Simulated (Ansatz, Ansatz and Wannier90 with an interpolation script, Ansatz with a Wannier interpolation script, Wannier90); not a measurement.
Planning a run of Ansatz 0.2.0 on AlN (I-4m2). The input:

```yaml
crystal:
  lattice:
    - [0.0, 2.2276734312, 2.1356803033]
    - [2.2276734312, 0.0, 2.1356803033]
    - [2.2276734312, 2.2276734312, 0.0]
  atoms:
    - { symbol: Al, position: [0.0, 0.0, 0.0] }
    - { symbol: "N", position: [0.25, 0.25, 0.25] }
kpoints:
  mp_grid: { grid: [8, 8, 8] }
hamiltonian:
  xc: lda
scf:
  occupations: { method: fixed }
gw:
  n_empty_bands: 97
  ecut_chi: 160.0
  qp_bands: [v3, c1]
  screening: { model: contour_deformation }
```

```sh
ansatz run input.yaml --threads 14 --pin off --max-ram 73728MiB --backend cpu --events-out ev --progress --plain --runs-dir out
```

How long will it take on 14 threads of Arm Neoverse V2, shared host, and how much memory?

It took 1.8 min; on shared hardware allow 53 s to 3.5 min. Peak host memory was 0.63 GiB. The sizes that set the cost: 411 plane waves a state, 59 irreducible k points, 101 bands summed, 105 plane waves in the screening and 6 SCF cycles.

The screening grows as filled bands × empty bands × pairs of k points, times the square of the screening basis for the matrix.

[Paths, hosts, dates, memory and timing lines, banners, echoed tables and standing remarks are left out of the program output.]

[Logs are printed without paths, hosts, clocks, repeated set-up lines and the standing remarks that a program may print on its own settings, such as how far it seeks lower states.]

[Runs of the session that timed out or met a known fault of the program may be left out.]

[Hosts, paths, dates, database ids (printed as entryN), source tags and the programs' standing remarks are cut or masked in the printed files.]
